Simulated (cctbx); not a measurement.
## Tm4Al3Fe2SiPb2: as given, inverted or twinned?

Space group P4mm (no. 99), a = 4.3200 Å, b = 4.3200 Å, c = 13.9760 Å, α = 90.00°, β = 90.00°, γ = 90.00°.

| atom | mult. | x | y | z | Ueq (Å²) |
| --- | --- | --- | --- | --- | --- |
| Pb1 | 1 | 0 | 0 | 0.5935 | 0.0120 |
| Pb2 | 1 | 1/2 | 1/2 | 0.9063 | 0.0073 |
| Tm1 | 1 | 0 | 0 | 0.8462 | 0.0089 |
| Tm2 | 1 | 0 | 0 | 0.3367 | 0.0082 |
| Tm3 | 1 | 1/2 | 1/2 | 0.6586 | 0.0141 |
| Tm4 | 1 | 1/2 | 1/2 | 0.1587 | 0.0133 |
| Fe1 | 2 | 0 | 1/2 | 0.0014 | 0.0184 |
| Si1 | 1 | 0 | 0 | 0.0870 | 0.0340 |
| Al1 | 1 | 1/2 | 1/2 | 0.4021 | 0.0203 |
| Al2 | 2 | 0 | 1/2 | 0.4964 | 0.0246 |

The model was made for the exercise: a known structure type with other elements put in, its volume estimated, not relaxed; displacement parameters are assumed.

Data sets are simulated with cctbx and refined with Bijvoet mates kept apart; Flack x is then fitted as the share of an inverted twin with the atoms fixed, Hooft y from the Bijvoet differences. The group is acentric but holds improper operations, so there is an absolute structure (orientation) and no hand.

Untwinned crystal. What Flack and Hooft values should come out?

```csv
λ (Å),extinction (unmodelled),d min (Å),top counts,error (%),model,R1,Flack x,s.u.,Hooft y,s.u.,pairs
0.71073,0,0.77,40000,2,as given,0.0078,-0.023,0.013,0.003,0.013,211
0.71073,0,0.77,40000,2,inverted,0.0247,0.92,0.04,1.012,0.016,211
1.54184,0.1,0.83,20000,1.5,as given,0.0089,-0.009,0.01,0.019,0.013,174
```

With Mo Kα, x is within 3 s.u. of 0, so the absolute structure is right. With Cu Kα, x is within 3 s.u. of 0, so the absolute structure is right. Inverting the model turns x into about 1 − x.

A further crystal gives:

| λ (Å) | extinction (unmodelled) | d min (Å) | top counts | error (%) | model | R1 | Flack x | s.u. | Hooft y | s.u. | pairs |
| --- | --- | --- | --- | --- | --- | --- | --- | --- | --- | --- | --- |
| 1.54184 | 0 | 0.83 | 20000 | 2 | as given | 0.0150 | 0.286 | 0.017 | 0.287 | 0.015 | 175 |

**Question.** What is it?

It was simulated as an inversion twin with a fraction 0.3 of the inverted domain. Flack x is over 3 s.u. from both 0 and 1 and reads that fraction.

[Logs are printed without paths, hosts, clocks, repeated set-up lines and the standing remarks that a program may print on its own settings, such as how far it seeks lower states.]
